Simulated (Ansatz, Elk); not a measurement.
## Bonding as seen by X-rays: MgAgCl3

The structure of MgAgCl3 used here is made up (a known structure type with other elements) and was relaxed beforehand with PBEsol. The aim is the Fourier transform of its all-electron density, F(hkl), set beside the sum over free spherical atoms that refinements use.

Calculated with Elk 11.2.3 (patched build); DFT, PBE, all-electron APW+lo, Dirac cores, scalar-relativistic bands, static density, no spin.

The structure was built from a prototype and need not be the compound's stable phase.

## (1) Set-up

The structure is cubic, space group Pm-3m (No. 221). The conventional cell has a = 4.826 Å, b = 4.826 Å, c = 4.826 Å, α = 90.00°, β = 90.00°, γ = 90.00°. Nearest to Ag lie 12 Cl at 3.41 Å. Nearest to Cl lie 2 Mg at 2.41 Å. Mg has 6 Cl at 2.41 Å nearest. Farther neighbours and most contacts between anions are not listed.

## (2) Ground state and structure factors

An all-electron density is needed, since X-rays see the cores too. Task 0 finds the density and task 195 Fourier-transforms it; tshift is off so that phases refer to the origin typed.

elk.in

```
tasks
  0
  195

xctype
  20

spinpol
  .false.

rgkmax
  7.0

gmaxvr
  14.0

lmaxo
  7

lmaxapw
  8

swidth
  0.002

tshift
  .false.

ramdisk
  .false.

hmaxvr
  5.5

maxscl
  120

epspot
  1e-06

sppath
  './'

avec
  9.11958014400 -0.00000000000 -0.00000000000
  -0.00000000000 9.11958014400 -0.00000000000
  -0.00000000000 -0.00000000000 9.11958014400

atoms
  3
  'Ag.in'
  1
  0.5000000000 0.5000000000 0.5000000000   0.000000 0.000000 0.000000
  'Cl.in'
  3
  -0.0000000000 0.0000000000 0.5000000000   0.000000 0.000000 0.000000
  -0.0000000000 0.5000000000 0.0000000000   0.000000 0.000000 0.000000
  0.5000000000 -0.0000000000 0.0000000000   0.000000 0.000000 0.000000
  'Mg.in'
  1
  -0.0000000000 -0.0000000000 0.0000000000   0.000000 0.000000 0.000000

ngridk
  5 5 5
```

Started as:

```
$ OMP_NUM_THREADS=4 elk
```

Numbers of over 12 decimals in the logs are rounded to 6 here.

Log:

```text
┌─────────────────────────┐
│ Elk code version 11.2.3 │
└─────────────────────────┘

All units are atomic (Hartree, Bohr, etc.)

┌─────────────────────────────────────────────────┐
│ Ground-state run starting from atomic densities │
└─────────────────────────────────────────────────┘

Lattice vectors :
   9.119580144      -0.000000000      -0.000000000
  -0.000000000       9.119580144      -0.000000000
  -0.000000000      -0.000000000       9.119580144

Reciprocal lattice vectors :
  0.6889774757       0.000000000       0.000000000
   0.000000000      0.6889774757       0.000000000
   0.000000000       0.000000000      0.6889774757

Unit cell volume      :    758.4457690
Brillouin zone volume :   0.3270506918

Muffin-tin inner radius fraction :   0.1000000000E-01

Nuclei treated as point charges

Species : 1 (Ag)
 parameters loaded from : Ag.in
 name : silver
 nuclear charge    :   -47.00000000
 electronic charge :    47.00000000
 atomic mass :    196631.6998
 muffin-tin radius :    2.600000000
 number of radial points in muffin-tin :   1193
 inner part over the whole radius :   0.9869554211E-02
 number on inner part of muffin-tin    :    849
 approximate nuclear radius :   0.8648227117E-04
 number of mesh points to nuclear radius :    425
 atomic positions (lattice), magnetic fields (Cartesian) :
  1 :   0.50000000  0.50000000  0.50000000    0.00000000  0.00000000  0.00000000

Species : 2 (Cl)
 parameters loaded from : Cl.in
 name : chlorine
 nuclear charge    :   -17.00000000
 electronic charge :    17.00000000
 atomic mass :    64626.86550
 muffin-tin radius :    2.200000000
 number of radial points in muffin-tin :    793
 inner part over the whole radius :   0.9992010025E-02
 number on inner part of muffin-tin    :    555
 approximate nuclear radius :   0.6305718926E-04
 number of mesh points to nuclear radius :    253
 atomic positions (lattice), magnetic fields (Cartesian) :
  1 :   0.00000000  0.00000000  0.50000000    0.00000000  0.00000000  0.00000000
  2 :   0.00000000  0.50000000  0.00000000    0.00000000  0.00000000  0.00000000
  3 :   0.50000000  0.00000000  0.00000000    0.00000000  0.00000000  0.00000000

Species : 3 (Mg)
 parameters loaded from : Mg.in
 name : magnesium
 nuclear charge    :   -12.00000000
 electronic charge :    12.00000000
 atomic mass :    44305.30466
 muffin-tin radius :    2.200000000
 number of radial points in muffin-tin :    793
 inner part over the whole radius :   0.9941530515E-02
 number on inner part of muffin-tin    :    552
 approximate nuclear radius :   0.5710277704E-04
 number of mesh points to nuclear radius :    241
 atomic positions (lattice), magnetic fields (Cartesian) :
  1 :   0.00000000  0.00000000  0.00000000    0.00000000  0.00000000  0.00000000

Total number of atoms per unit cell :    5
Total muffin-tin volume :    252.0311290
 ratio of muffin-tin to unit cell volume :   0.3322994726

Spin treatment :
 spin-unpolarised

Number of Bravais lattice symmetries :   48
Number of crystal symmetries         :   48
Crystal has inversion symmetry
Real symmetric eigensolver will be used

k-point grid :      5     5     5
k-point offset :    0.000000000       0.000000000       0.000000000
k-point set is reduced with full crystal symmetry group
Total number of k-points :       10

Muffin-tin radius times maximum |G+k| :    7.000000000
 using average radius
Maximum |G+k| for APW functions       :    3.070175439
Maximum (1/2)|G+k|²                   :    4.712988612
Maximum |G| for potential and density :    14.00000000
Constant for pseudocharge density :    9
 order of it for each species :   16  16  16
 order of it for pair densities of each species (exact exchange by exxq0 0: 17) :   13   9   9
Radial integration step length :    1

G-vector grid sizes :     42    42    42
Number of G-vectors :    35033

Maximum angular momentum used for
 APW functions            :    8
 outer part of muffin-tin :    7
 inner part of muffin-tin :    2

Total nuclear charge    :   -110.0000000
[...]
exchange                    :     -245.73096834833
 correlation                 :     -4.949691
 electron entropic           :    -0.21962938844394E-09
 total energy                :     -6904.7411900463

Density of states at Fermi energy :   0.2824012923E-05
 (states/Hartree/unit cell)

Estimated indirect band gap :   0.7231310650E-01
 from k-point 6 to k-point 1
Estimated direct band gap   :   0.8318471152E-01
 at k-point 1

Charges :
 core                        :    60.00000000
 valence                     :    50.00000000
 interstitial                :    6.611996564
 muffin-tins (core leakage)
  species : 1 (Ag)
   atom 1                    :    45.39320038     ( -0.3322643423E-06)
  species : 2 (Cl)
[...]
species : 3 (Mg)
[...]
total in muffin-tins        :    103.3880034
 total calculated charge     :    109.9994182
 total charge                :    110.0000000
 error                       :   0.5817894190E-03

RMS change in Kohn-Sham potential (target) :   0.4571944269     (  0.1000000000E-05)
Absolute change in total energy (target)   :    1.554652449     (  0.1000000000E-03)

[... loops 3 to 13 left out ...]

┌──────────────────┐
│ Loop number : 14 │
└──────────────────┘

Energies :
 Fermi                       :     0.70596935174830E-01
 sum of occupied eigenvalues :     -4076.4915604176
 electron kinetic            :      7155.5738157794
 core electron kinetic       :      6836.1641043232
 Coulomb                     :     -13807.269636363
 Coulomb potential           :     -10906.314083007
 nuclear-nuclear             :     -765.43015887605
 electron-nuclear            :     -15192.212773497
 Hartree                     :      2150.3732960099
 Madelung                    :     -8354.1125948594
 xc potential                :     -325.75129319026
 exchange                    :     -245.67554663915
 correlation                 :     -4.952534
 electron entropic           :    -0.69172376520339E-09
 total energy                :     -6902.3239014369

Density of states at Fermi energy :   0.9965431685E-05
 (states/Hartree/unit cell)

Estimated indirect band gap :   0.6457233657E-01
 from k-point 6 to k-point 1
Estimated direct band gap   :   0.8509968509E-01
 at k-point 1

Charges :
 core                        :    60.00000000
 valence                     :    50.00000000
 interstitial                :    6.750758410
 muffin-tins (core leakage)
  species : 1 (Ag)
[...]
species : 2 (Cl)
[...]
species : 3 (Mg)
[...]
total in muffin-tins        :    103.2492416
 total calculated charge     :    109.9993810
 total charge                :    110.0000000
 error                       :   0.6189977038E-03

RMS change in Kohn-Sham potential (target) :   0.2370424158E-06 (  0.1000000000E-05)
Absolute change in total energy (target)   :   0.8417566278E-04 (  0.1000000000E-03)

Convergence targets achieved

┌──────────────────┐
│ Loop number : 15 │
└──────────────────┘

Energies :
 Fermi                       :     0.70596939943028E-01
 sum of occupied eigenvalues :     -4076.4915540078
 electron kinetic            :      7155.5738104220
 core electron kinetic       :      6836.1640978722
 Coulomb                     :     -13807.269631794
 Coulomb potential           :     -10906.314080352
 nuclear-nuclear             :     -765.43015887605
 electron-nuclear            :     -15192.212766778
 Hartree                     :      2150.3732938598
 Madelung                    :     -8354.1125916182
 xc potential                :     -325.75128407822
 exchange                    :     -245.67554645899
 correlation                 :     -4.952534
 electron entropic           :    -0.69172026213467E-09
 total energy                :     -6902.3239020586

Density of states at Fermi energy :   0.9965378586E-05
 (states/Hartree/unit cell)

Estimated indirect band gap :   0.6457235699E-01
 from k-point 6 to k-point 1
Estimated direct band gap   :   0.8509971728E-01
 at k-point 1

Charges :
 core                        :    60.00000000
 valence                     :    50.00000000
 interstitial                :    6.750758443
 muffin-tins (core leakage)
  species : 1 (Ag)
[...]
species : 2 (Cl)
[...]
atom 2                    :    15.71987757     (  0.1519736160E-04)
   atom 3                    :    15.71987757     (  0.1519736160E-04)
  species : 3 (Mg)
   atom 1                    :    10.53358638     ( -0.9828259007E-07)
 total in muffin-tins        :    103.2492416
 total calculated charge     :    109.9993810
 total charge                :    110.0000000
 error                       :   0.6189976593E-03

┌──────────────────────────────┐
│ Self-consistent loop stopped │
└──────────────────────────────┘

Wrote STATE.OUT
```

It took 16 s on 4 threads of Intel Xeon Platinum 8559C (Emerald Rapids), shared host; peak memory 0.21 GiB.

SFACRHO.OUT:

```text

h k l indices transformed by vhmat matrix:
   1.000000000       0.000000000       0.000000000    
   0.000000000       1.000000000       0.000000000    
   0.000000000       0.000000000       1.000000000    

      h      k      l  multipl.   |H|            Re(F)            Im(F)           |F|

      0      0      0      1   0.0000000       110.00000      0.53948639E-16   110.00000    
      0     -1      0      6  0.68897748      -17.994180     -0.66842702E-14   17.994180    
     -1      0      1     12  0.97436129       36.825740     -0.60142444E-14   36.825740    
      1      1      1      8   1.1933440      -68.600330      0.18150135E-13   68.600330    
      0      0     -2      6   1.3779550       81.868562      0.12591532E-13   81.868562    
     -1      0     -2     24   1.5406005      -16.817655     -0.12160390E-13   16.817655    
     -1      1     -2     24   1.6876433       32.401187      0.42062130E-13   32.401187    
      2      2      0     12   1.9487226       69.383236     -0.21106641E-13   69.383236    
      2     -2      1     24   2.0669324      -15.277507      0.19398922E-13   15.277507    
      0      0      3      6   2.0669324      -15.098277      0.14905842E-13   15.098277    
     -3      1      0     24   2.1787381       29.095083     -0.22451817E-13   29.095083    
     -1     -1     -3     24   2.2850798      -49.869003     -0.24179180E-13   49.869003    
      2     -2     -2      8   2.3866880       62.101724      0.95367984E-14   62.101724    
     -2     -3      0     24   2.4841436      -13.877215     -0.18696755E-13   13.877215    
     -2      1      3     48   2.5779177       26.293181      0.24556309E-13   26.293181    
      4      0      0      6   2.7559099       57.250027     -0.16752560E-13   57.250027    
      3      2     -2     24   2.8407269      -12.931476      0.12709853E-13   12.931476    
     -4      0     -1     24   2.8407269      -12.888582     -0.13373399E-13   12.888582
```

Elk indexes on the primitive cell of elk.in and gives |H| = 4π sin θ/λ in inverse bohr. Below, one row stands for each form hkl of the conventional cell (m members, Friedel mates merged), F is for one primitive cell and the density is static (no thermal factor). Free-atom factors are Waasmaier and Kirfel's, and R is Σm||F|−|F'||/Σm|F|.

```csv
hkl,m,sin θ/λ (Å⁻¹),"abs F, DFT",neutral atoms,diff.,ions,diff.
100,6,0.104,17.994,18.257,-0.263,18.224,-0.230
110,12,0.146,36.826,37.212,-0.387,36.640,+0.185
111,8,0.179,68.600,68.249,+0.351,68.358,+0.243
200,6,0.207,81.869,81.690,+0.178,81.642,+0.227
210,24,0.232,16.818,16.850,-0.032,16.805,+0.012
211,24,0.254,32.401,32.455,-0.054,32.579,-0.178
220,12,0.293,69.383,69.437,-0.054,69.365,+0.018
221,24,0.311,15.277,15.159,+0.119,15.155,+0.123
300,6,0.311,15.098,15.159,-0.060,15.155,-0.056
310,24,0.328,29.095,28.987,+0.108,29.099,-0.004
311,24,0.344,49.869,49.928,-0.059,49.782,+0.087
222,8,0.359,62.102,62.187,-0.085,62.134,-0.032
320,24,0.374,13.877,13.839,+0.038,13.866,+0.011
321,48,0.388,26.293,26.260,+0.033,26.330,-0.036
400,6,0.414,57.250,57.250,+0.000,57.227,+0.023
322,24,0.427,12.931,12.858,+0.074,12.895,+0.036
410,24,0.427,12.889,12.858,+0.031,12.895,-0.007
411,24,0.440,24.164,24.096,+0.068,24.134,+0.030
```

The ions are Mg2+, Ag+ and Cl−, by formal charge.

## (3) The highest occupied states alone

An energy window below the Fermi level keeps the highest occupied states, to see at which angles they scatter; shallow core shells can lie inside it and anion s states outside. No new self-consistency is needed.

elk.in: that of step 2 with these lines changed.

```diff
@@ -1,3 +1,2 @@
 tasks
-  0
   195
@@ -40,2 +39,5 @@
 
+wsfac
+  -0.480640 0.370600
+
 sppath
```

Started as:

```
$ OMP_NUM_THREADS=4 elk
```

Log:

```text
┌─────────────────────────────────┐
│ Elk code version 11.2.3 started │
└─────────────────────────────────┘

Info(readinput): the functional depends on the density's gradient
 muffin-tin radial points multiplied by    2.00000
 (not where nrmtscf is given)

┌────────────────────┐
│ Current task : 195 │
└────────────────────┘

Info(sfacrho): density structure factors written to SFACRHO.OUT

 Energy window :  -0.4806400000      0.3706000000

┌──────────────────┐
│ Elk code stopped │
└──────────────────┘
```

Wall time 7.8 s (4 threads); peak memory 0.17 GiB; 9.3 s of CPU time.

States within 15 eV below the Fermi level hold 33.98 electrons; any levels below the window count with the cores. Their amplitudes can exceed the total, where window and core parts have opposite phase:

```csv
hkl,sin θ/λ (Å⁻¹),"abs F, window","abs F, all"
100,0.104,2.377,17.994
110,0.146,3.013,36.826
111,0.179,15.237,68.600
200,0.207,12.054,81.869
210,0.232,2.444,16.818
211,0.254,2.162,32.401
220,0.293,4.655,69.383
221,0.311,1.814,15.277
300,0.311,1.637,15.098
310,0.328,1.626,29.095
```

## (4) Another functional

The difference from free atoms is small, so it is set against the change that PBEsol makes.

elk.in: that of step 3 with these lines changed.

```diff
@@ -1,2 +1,3 @@
 tasks
+  0
   195
@@ -4,3 +5,3 @@
 xctype
-  20
+  22
 
@@ -39,5 +40,2 @@
 
-wsfac
-  -0.480640 0.370600
-
 sppath
```

Started as:

```
$ OMP_NUM_THREADS=4 elk
```

Log:

```text
┌─────────────────────────┐
│ Elk code version 11.2.3 │
└─────────────────────────┘

All units are atomic (Hartree, Bohr, etc.)

┌─────────────────────────────────────────────────┐
│ Ground-state run starting from atomic densities │
└─────────────────────────────────────────────────┘

Lattice vectors :
   9.119580144      -0.000000000      -0.000000000
  -0.000000000       9.119580144      -0.000000000
  -0.000000000      -0.000000000       9.119580144

Reciprocal lattice vectors :
  0.6889774757       0.000000000       0.000000000
[...]
interstitial                :    6.833336159
 muffin-tins (core leakage)
  species : 1 (Ag)
[...]
species : 2 (Cl)
[...]
atom 3                    :    15.69229293     (  0.1531553676E-04)
  species : 3 (Mg)
   atom 1                    :    10.54032365     ( -0.9828258651E-07)
 total in muffin-tins        :    103.1666638
 total calculated charge     :    109.9993877
 total charge                :    110.0000000
 error                       :   0.6123199914E-03

┌──────────────────────────────┐
│ Self-consistent loop stopped │
└──────────────────────────────┘

Wrote STATE.OUT
[key lines of the parts left out:]
total energy                :     -6897.3111956650
```

It took 16 s on 4 threads; peak memory 0.21 GiB.

Against the first run R = 0.03 %; the largest change is -0.067 at 111.

## (5) A coarser k-mesh

About half the k-points along each axis test the sampling.

elk.in: that of step 4 with these lines changed.

```diff
@@ -5,3 +5,3 @@
 xctype
-  22
+  20
 
@@ -63,2 +63,2 @@
 ngridk
-  5 5 5
+  2 2 2
```

Started as:

```
$ OMP_NUM_THREADS=4 elk
```

Log:

```text
┌─────────────────────────┐
│ Elk code version 11.2.3 │
└─────────────────────────┘

All units are atomic (Hartree, Bohr, etc.)

┌─────────────────────────────────────────────────┐
│ Ground-state run starting from atomic densities │
└─────────────────────────────────────────────────┘

Lattice vectors :
   9.119580144      -0.000000000      -0.000000000
  -0.000000000       9.119580144      -0.000000000
  -0.000000000      -0.000000000       9.119580144

Reciprocal lattice vectors :
  0.6889774757       0.000000000       0.000000000
[...]
interstitial                :    6.740822316
 muffin-tins (core leakage)
  species : 1 (Ag)
[...]
species : 2 (Cl)
[...]
atom 3                    :    15.72462163     (  0.1520790996E-04)
  species : 3 (Mg)
   atom 1                    :    10.53291915     ( -0.9828258873E-07)
 total in muffin-tins        :    103.2591777
 total calculated charge     :    109.9993392
 total charge                :    110.0000000
 error                       :   0.6607892945E-03

┌──────────────────────────────┐
│ Self-consistent loop stopped │
└──────────────────────────────┘

Wrote STATE.OUT
[key lines of the parts left out:]
total energy                :     -6902.3211548271
```

The job ended after 14 s (4 threads; peak memory 0.2 GiB; 22 s of CPU time).

Against the first run R = 0.00 %; the largest change is +0.010 at 111.

## (6) Settings against the effect

```
          run  R against the first run (%)  R against neutral atoms, low angle (%)  wall time
PBE, rgkmax 7                         0.00                                    0.36       16 s
       PBEsol                         0.03                                    0.34       16 s
 k-mesh 2×2×2                         0.00                                    0.36       14 s
```

## (7) What came out

| Quantity | Value |
| --- | --- |
| R against neutral atoms, sin θ/λ < 0.3 Å⁻¹ | 0.36 % |
| R against neutral atoms, 0.3 to 0.82 Å⁻¹ | 0.17 % |
| R against ions, below 0.3 Å⁻¹ | 0.32 % |

**Reading.** Independent neutral atoms miss the calculated amplitudes by R = 0.36 % below 0.3 Å⁻¹ and 0.17 % from there to 0.82 Å⁻¹; by shells, 1.13 % below 0.15 Å⁻¹ (2 forms), 0.22 % 0.15 to 0.3 (5 forms), 0.24 % 0.3 to 0.45 (12 forms), 0.16 % above 0.45 (59 forms). Bonding, aspherical density and the tables' own atoms all enter these figures, and the runs don't part them. The largest change of an amplitude is -0.39 electrons, at 110. Formal ions give R = 0.32 % at low angle, no better and no worse than neutral atoms. The window's part falls from 34.0 electrons at the origin to at most 0.47 between 0.45 and 0.82 Å⁻¹. Below 0.3 Å⁻¹ the changes that finished (PBEsol and k-mesh 2×2×2) move F by R = 0.05 % at most, against the 0.36 % that separates it from free atoms. The basis has no finished test. These runs have no spin, though d or f shells may be open. Part of the difference isn't bonding: the tables are fits to free atoms and ions calculated by other methods than this functional. Thermal motion, anomalous dispersion and extinction are left out.

[Logs are printed without paths, hosts, clocks, repeated set-up lines and the standing remarks that a program may print on its own settings, such as how far it seeks lower states.]

[Hosts, paths, dates, database ids (printed as entryN), source tags and the programs' standing remarks are cut or masked in the printed files.]
